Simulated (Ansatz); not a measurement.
**Hf2NOS MXene monolayer in a perpendicular field**

Aim: how the Hf2NOS MXene monolayer screens a field along its normal, and what the field does to its bands. A positive field points along +c.

Main program and level: Ansatz 0.2.0; plane-wave DFT, PBE-D3(BJ), Ansatz PAW.

**1. Starting point**

The cell holds 5 atoms: 1 S, 2 Hf, 1 N and 1 O. Its edges and angles: a = 3.217 Å, b = 3.217 Å, c = 42.237 Å, α = 90.0°, β = 90.0°, γ = 120.0°. Vacuum lies along c.

**2. Relaxing the slab**

The starting cell is a guess, so the in-plane lattice and the atoms are relaxed first, with the slab cut off from its images along the normal.

input.yaml

```yaml
crystal:
  lattice:
    - [3.2175, 0.0, 0.0]
    - [-1.60875, 2.7864367367, 0.0]
    - [0.0, 0.0, 42.2365260438]
  atoms:
    - { symbol: S, position: [0.3333333333, 0.6666666667, 0.4332742703] }
    - { symbol: Hf, position: [0.6666666667, 0.3333333333, 0.4771861427], spin: 1.0 }
    - { symbol: "N", position: [0.0, 0.0, 0.5072440073] }
    - { symbol: Hf, position: [0.3333333333, 0.6666666667, 0.5373018718], spin: 1.0 }
    - { symbol: O, position: [0.6666666667, 0.3333333333, 0.5667257297] }
  periodic: [true, true, false]
magnetization:
  spin_polarized: true
kpoints:
  mp_grid: { grid: [12, 12, 1] }
hamiltonian:
  xc: pbe
  dispersion: d3bj
scf:
  occupations: { method: fermi_dirac, width: 0.05 }
  convergence: { dr2_threshold: 1.0e-09 }
relax:
  f_tol: 0.004
  max_steps: 90
  cell: {}
output:
  write_potential: true
  write_density: true
  volumetric_format: npy
```

Command:

```sh
$ ansatz run input.yaml --threads 2 --pin off --max-ram 3072MiB --backend cpu --events-out ev --progress --plain --runs-dir out
```

Then come: single point, field 0; single point, field 0.1 V/Å; single point, field -0.1 V/Å; response, atoms held. Settings of the main run: cutoff 420 eV, 18×18×1 k-mesh, smearing width 0.02585 eV, 1 layers, stack Hf2NOS MXene monolayer.

Before running: what should come out for the step between the vacuum levels; and equivalent conductor thickness, atoms held?

An odd count of 69 valence electrons without spin polarisation leaves states at the Fermi level. The induced dipole equals that of a perfect conductor 6.55 Å thick, while the outer atoms lie 5.17 Å apart. The two faces differ: the vacuum level above lies 1.01 eV lower than the one below.

```
gap without field                          : none
work function, upper face                  : 4.41 eV
step between the vacuum levels             : -1.01 eV
equivalent conductor thickness, atoms held : 6.55 Å
```

There is no gap over 0.03 eV, with or without the field. The first relaxation ran with spin and lost its moment, and the later runs have none; other magnetic states were not tried. Spin-orbit coupling is left out, which matters for the bands of elements this heavy. The MXene's terminations sit over the metal atoms of its far layer; the site over carbon or nitrogen, which some compounds prefer, was not run.

[Logs are printed without paths, hosts, clocks, repeated set-up lines and the standing remarks that a program may print on its own settings, such as how far it seeks lower states.]

[Hosts, paths, dates, database ids (printed as entryN), source tags and the programs' standing remarks are cut or masked in the printed files.]

[Maps of the electrostatic potential energy from Ansatz leave out the sawtooth potential of an applied field or a dipole correction, so their vacuum need not be flat; planar profiles and work functions include it.]
